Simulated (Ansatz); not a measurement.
**C wire along [100], 9 atoms a period, H-terminated: bands by functional**

Aim: is the C wire along [100], 9 atoms a period, H-terminated a metal or a semiconductor?

Method: DFT PBE, plane waves, PAW; relaxation of a wire's period; PAW set soft_1, in the first sound run; inputs show where later runs differ, in Ansatz 0.2.0.

Report form: the programs' logs are mostly left out.

### Step 1. The structure

The cell holds 21 atoms: 9 C and 12 H. Cell: a = 11.663 Å, b = 11.663 Å, c = 3.570 Å, α = 90.0°, β = 90.0°, γ = 90.0°. Vacuum lies along a and b. The structure's axis is c.

### Step 2. The relaxed wire

Band widths follow the bond lengths, so the wire is relaxed first. The atoms and the third cell vector are free; the box across stays fixed as vacuum. A Fermi-Dirac smearing is set since the result may be a metal. The pressure printed is a third of the stress's trace over the whole box, vacuum included; only the stress along the axis is relaxed.

input.yaml reads:

```yaml
crystal:
  lattice:
    - [11.663, 0.0, 0.0]
    - [0.0, 11.663, 0.0]
    - [0.0, 0.0, 3.57]
  atoms:
    - { symbol: C, position: [0.346963243, 0.500011344, 0.0] }
    - { symbol: C, position: [0.500011344, 0.346963243, 0.0] }
    - { symbol: C, position: [0.500011344, 0.653059445, 0.0] }
    - { symbol: C, position: [0.653059445, 0.500011344, 0.0] }
    - { symbol: H, position: [0.291520192, 0.444568293, 0.181129496] }
    - { symbol: H, position: [0.444568293, 0.291520192, 0.181129496] }
    - { symbol: H, position: [0.555454394, 0.708502495, 0.181129496] }
    - { symbol: H, position: [0.708502495, 0.555454394, 0.181129496] }
    - { symbol: C, position: [0.423487293, 0.576535394, 0.25] }
    - { symbol: C, position: [0.576535394, 0.423487293, 0.25] }
    - { symbol: H, position: [0.368044242, 0.631978445, 0.431129496] }
    - { symbol: H, position: [0.631978445, 0.368044242, 0.431129496] }
    - { symbol: C, position: [0.500011344, 0.500011344, 0.5] }
    - { symbol: H, position: [0.368044242, 0.368044242, 0.568870504] }
    - { symbol: H, position: [0.631978445, 0.631978445, 0.568870504] }
    - { symbol: C, position: [0.423487293, 0.423487293, 0.75] }
    - { symbol: C, position: [0.576535394, 0.576535394, 0.75] }
    - { symbol: H, position: [0.291520192, 0.555454394, 0.818870504] }
    - { symbol: H, position: [0.444568293, 0.708502495, 0.818870504] }
    - { symbol: H, position: [0.555454394, 0.291520192, 0.818870504] }
    - { symbol: H, position: [0.708502495, 0.444568293, 0.818870504] }
kpoints:
  mp_grid: { grid: [1, 1, 23] }
scf:
  occupations: { method: fermi_dirac, width: 0.05 }
hamiltonian:
  xc: pbe
  pseudopotentials: { kind: paw, azcp: { folder: soft_1 } }
relax:
  cell: { fix: [a, b, alpha, beta, gamma] }
  max_steps: 45
  f_tol: 0.03
```

Run with:

```bash
$ ansatz run input.yaml --threads 4 --pin off --max-ram 16384MiB --backend cpu --events-out ev --progress --plain --runs-dir out
```

The job ended after 39 s (4 threads of Arm Neoverse V1, shared host; peak memory 0.88 GiB; 2.5 min of CPU time).

Step by step:

| step | energy less that of the first step (eV) | largest force component (eV/Å) | pressure (GPa) | volume (Å³) |
| --- | --- | --- | --- | --- |
| 1 | 0.0000 | 0.6136 | -0.40 | 485.61 |
| 2 | -0.3271 | 0.4800 | -0.18 | 509.29 |
| 3 | -0.3584 | 0.0624 | -0.05 | 508.25 |
| 4 | -0.3593 | 0.0246 | -0.03 | 507.89 |
| 5* | -0.3799 | 0.0233 | 0.02 | 507.89 |
| 6 | -0.3797 | 0.0045 | 0.02 | 508.78 |
| 7* | -0.3803 | 0.0046 | 0.02 | 508.78 |

Relaxation steps marked * repeat the geometry before them on a plane-wave basis chosen anew for their cell, so energy and pressure can jump there.

Forces are held to the 8 operations that the run works with; a distortion that breaks them can't arise in this run.

| cell as run | before | after | change |
| --- | --- | --- | --- |
| c (Å) | 3.570 | 3.740 | +4.8 % |

The atoms that moved most (Å, along periodic axes as changes of fractional coordinates times the final cell, across vacuum about the mean position):

| atom | dx | dy | dz | length |
| --- | --- | --- | --- | --- |
| H14 | 0.006 | 0.006 | 0.113 | 0.114 |
| H12 | -0.006 | 0.006 | -0.113 | 0.114 |
| H11 | 0.006 | -0.006 | -0.113 | 0.114 |
| H15 | -0.006 | -0.006 | 0.113 | 0.114 |
| H6 | 0.001 | 0.012 | -0.084 | 0.085 |
| H5 | 0.012 | 0.001 | -0.084 | 0.085 |
| H20 | -0.001 | 0.012 | 0.084 | 0.085 |
| H18 | 0.012 | -0.001 | 0.084 | 0.085 |

Numbers from this step:

| Quantity | Value |
| --- | --- |
| cell length along the wire | 3.740 Å |

The cell's length comes to 3.740 Å with spin left out.

### Step 3. Bands of the perfect wire

This step: DFT PBE, plane waves, PAW; bands of a perfect wire; PAW set soft_1 (Ansatz 0.2.0).

At the relaxed period the bands are computed along the axis; those that cross an energy going forward count the channels that a perfect wire would open there.

input.yaml reads:

```yaml
crystal:
  lattice:
    - [11.663, 0.0, 0.0]
    - [0.0, 11.663, 0.0]
    - [0.0, 0.0, 3.7403257719]
  atoms:
    - { symbol: C, position: [0.349530137, 0.500011344, 0.0] }
    - { symbol: C, position: [0.500011344, 0.349530137, 0.0] }
    - { symbol: C, position: [0.500011344, 0.650492551, 0.0] }
    - { symbol: C, position: [0.650492551, 0.500011344, 0.0] }
    - { symbol: H, position: [0.292533666, 0.444677746, 0.158615806] }
    - { symbol: H, position: [0.444677746, 0.292533666, 0.158615806] }
    - { symbol: H, position: [0.555344941, 0.707489021, 0.158615806] }
    - { symbol: H, position: [0.707489021, 0.555344941, 0.158615806] }
    - { symbol: C, position: [0.424844156, 0.575178531, 0.243926439] }
    - { symbol: C, position: [0.575178531, 0.424844156, 0.243926439] }
    - { symbol: H, position: [0.368565314, 0.631457374, 0.400833606] }
    - { symbol: H, position: [0.631457374, 0.368565314, 0.400833606] }
    - { symbol: C, position: [0.500011344, 0.500011344, 0.5] }
    - { symbol: H, position: [0.368565314, 0.368565314, 0.599166394] }
    - { symbol: H, position: [0.631457374, 0.631457374, 0.599166394] }
    - { symbol: C, position: [0.424844156, 0.424844156, 0.756073561] }
    - { symbol: C, position: [0.575178531, 0.575178531, 0.756073561] }
    - { symbol: H, position: [0.292533666, 0.555344941, 0.841384194] }
    - { symbol: H, position: [0.444677746, 0.707489021, 0.841384194] }
    - { symbol: H, position: [0.555344941, 0.292533666, 0.841384194] }
    - { symbol: H, position: [0.707489021, 0.444677746, 0.841384194] }
kpoints:
  mp_grid: { grid: [1, 1, 22] }
  band_path: { path: ["Γ", Z], npoints: 90 }
scf:
  occupations: { method: fermi_dirac, width: 0.05 }
hamiltonian:
  xc: pbe
  pseudopotentials: { kind: paw, azcp: { folder: soft_1 } }
output:
  dos: { e_range: [-5, 4] }
  write_potential: true
  write_density: true
  volumetric_format: npy
```

The job ended after 44 s (4 threads; peak memory 1.4 GiB; 2.9 min of CPU time).

Numbers from this step:

```yaml
band_gap: 4.303 eV
```

The electronic bands at the labelled points (eV, zero at the Fermi level):

| point | band 21 | band 22 | band 23 | band 24 | band 25 | band 26 | band 27 | band 28 |
| --- | --- | --- | --- | --- | --- | --- | --- | --- |
| Γ | -4.32 | -3.24 | -2.17 | -2.17 | 2.14 | 3.17 | 3.20 | 3.20 |
| halfway | -4.22 | -2.96 | -2.93 | -2.93 | 2.84 | 3.76 | 3.76 | 3.82 |
| Z | -3.89 | -3.76 | -3.76 | -3.23 | 4.42 | 4.76 | 5.09 | 5.19 |

The gap is 4.30 eV, with spin left out.

The path shows a direct gap of 4.30 eV (valence top at Γ, conduction bottom at Γ).

### Step 4. Another level of theory, cutoff 500 eV, k-mesh 1×1×17

This step: DFT r2SCAN, plane waves, PAW; bands of a perfect wire at the PBE geometry; PAW set soft_1 (Ansatz 0.2.0).

The atoms stay at the PBE geometry and the functional changes. r2SCAN also reads the kinetic-energy density; it often gives larger moments and wider gaps than PBE, at a higher cost. Against the first PBE run of this kind, the cutoff is 500 eV against 420 and the mesh along the wire has 17 points against 22.

input.yaml: that of step 3 with these lines changed.

```diff
@@ -28,3 +28,3 @@
 kpoints:
-  mp_grid: { grid: [1, 1, 22] }
+  mp_grid: { grid: [1, 1, 17] }
   band_path: { path: ["Γ", Z], npoints: 90 }
@@ -33,8 +33,3 @@
 hamiltonian:
-  xc: pbe
+  xc: r2scan
   pseudopotentials: { kind: paw, azcp: { folder: soft_1 } }
-output:
-  dos: { e_range: [-5, 4] }
-  write_potential: true
-  write_density: true
-  volumetric_format: npy
```

Wall time 77 s (4 threads); peak memory 2.4 GiB; 5.1 min of CPU time.

This step gave:

```yaml
band_gap: 4.978 eV
```

Electronic bands along the path, in eV, zero at the Fermi level:

| point | band 21 | band 22 | band 23 | band 24 | band 25 | band 26 | band 27 | band 28 |
| --- | --- | --- | --- | --- | --- | --- | --- | --- |
| Γ | -4.76 | -3.60 | -2.50 | -2.50 | 2.47 | 3.57 | 3.60 | 3.60 |
| halfway | -4.67 | -3.32 | -3.30 | -3.30 | 3.20 | 4.18 | 4.18 | 4.25 |
| Z | -4.30 | -4.16 | -4.16 | -3.64 | 4.79 | 5.16 | 5.44 | 5.60 |

The gap is 4.98 eV, against 4.30 eV under PBE at the relaxed period.

### Step 5. Another level of theory, level HSE06, cutoff 420 eV

This step: DFT HSE06, plane waves, PAW; levels of a perfect wire at the PBE geometry; PAW set soft_1 (Ansatz 0.2.0).

The atoms stay at the PBE geometry and the functional changes. HSE06 mixes in a quarter of short-range exact exchange, which removes part of the self-interaction that closes gaps; it is dear, so the mesh is thinner and no path is run. Against the first PBE run of this kind, the mesh along the wire has 9 points against 22.

input.yaml: that of step 4 with these lines changed.

```diff
@@ -28,4 +28,3 @@
 kpoints:
-  mp_grid: { grid: [1, 1, 17] }
-  band_path: { path: ["Γ", Z], npoints: 90 }
+  mp_grid: { grid: [1, 1, 9] }
 scf:
@@ -33,3 +32,3 @@
 hamiltonian:
-  xc: r2scan
+  xc: hse06
   pseudopotentials: { kind: paw, azcp: { folder: soft_1 } }
```

The job ended after 43 s (4 threads; peak memory 5 GiB).

Numbers from this step:

```
band gap : 5.32 eV
```

The gap is 5.32 eV, against 4.30 eV under PBE at the relaxed period.

### Step 6. Outcome

| Item | Value |
| --- | --- |
| cell length, PBE | 3.740 Å |
| gap, PBE | 4.30 eV |
| gap, r2SCAN | 4.98 eV |
| gap, HSE06 | 5.32 eV |

In words: Under PBE the cell's length is 3.74 Å, and a gap of 4.30 eV makes it a semiconductor. At the relaxed period the wire is gapped under every functional, from 4.30 eV (PBE) to 5.32 eV (HSE06). Weak screening in one dimension makes quasiparticle gaps larger than the semilocal gaps, as a rule. A hybrid's gap is read on a coarse mesh, without a band path.

[Logs are printed without paths, hosts, clocks, repeated set-up lines and the standing remarks that a program may print on its own settings, such as how far it seeks lower states.]

[Hosts, paths, dates, database ids (printed as entryN), source tags and the programs' standing remarks are cut or masked in the printed files.]
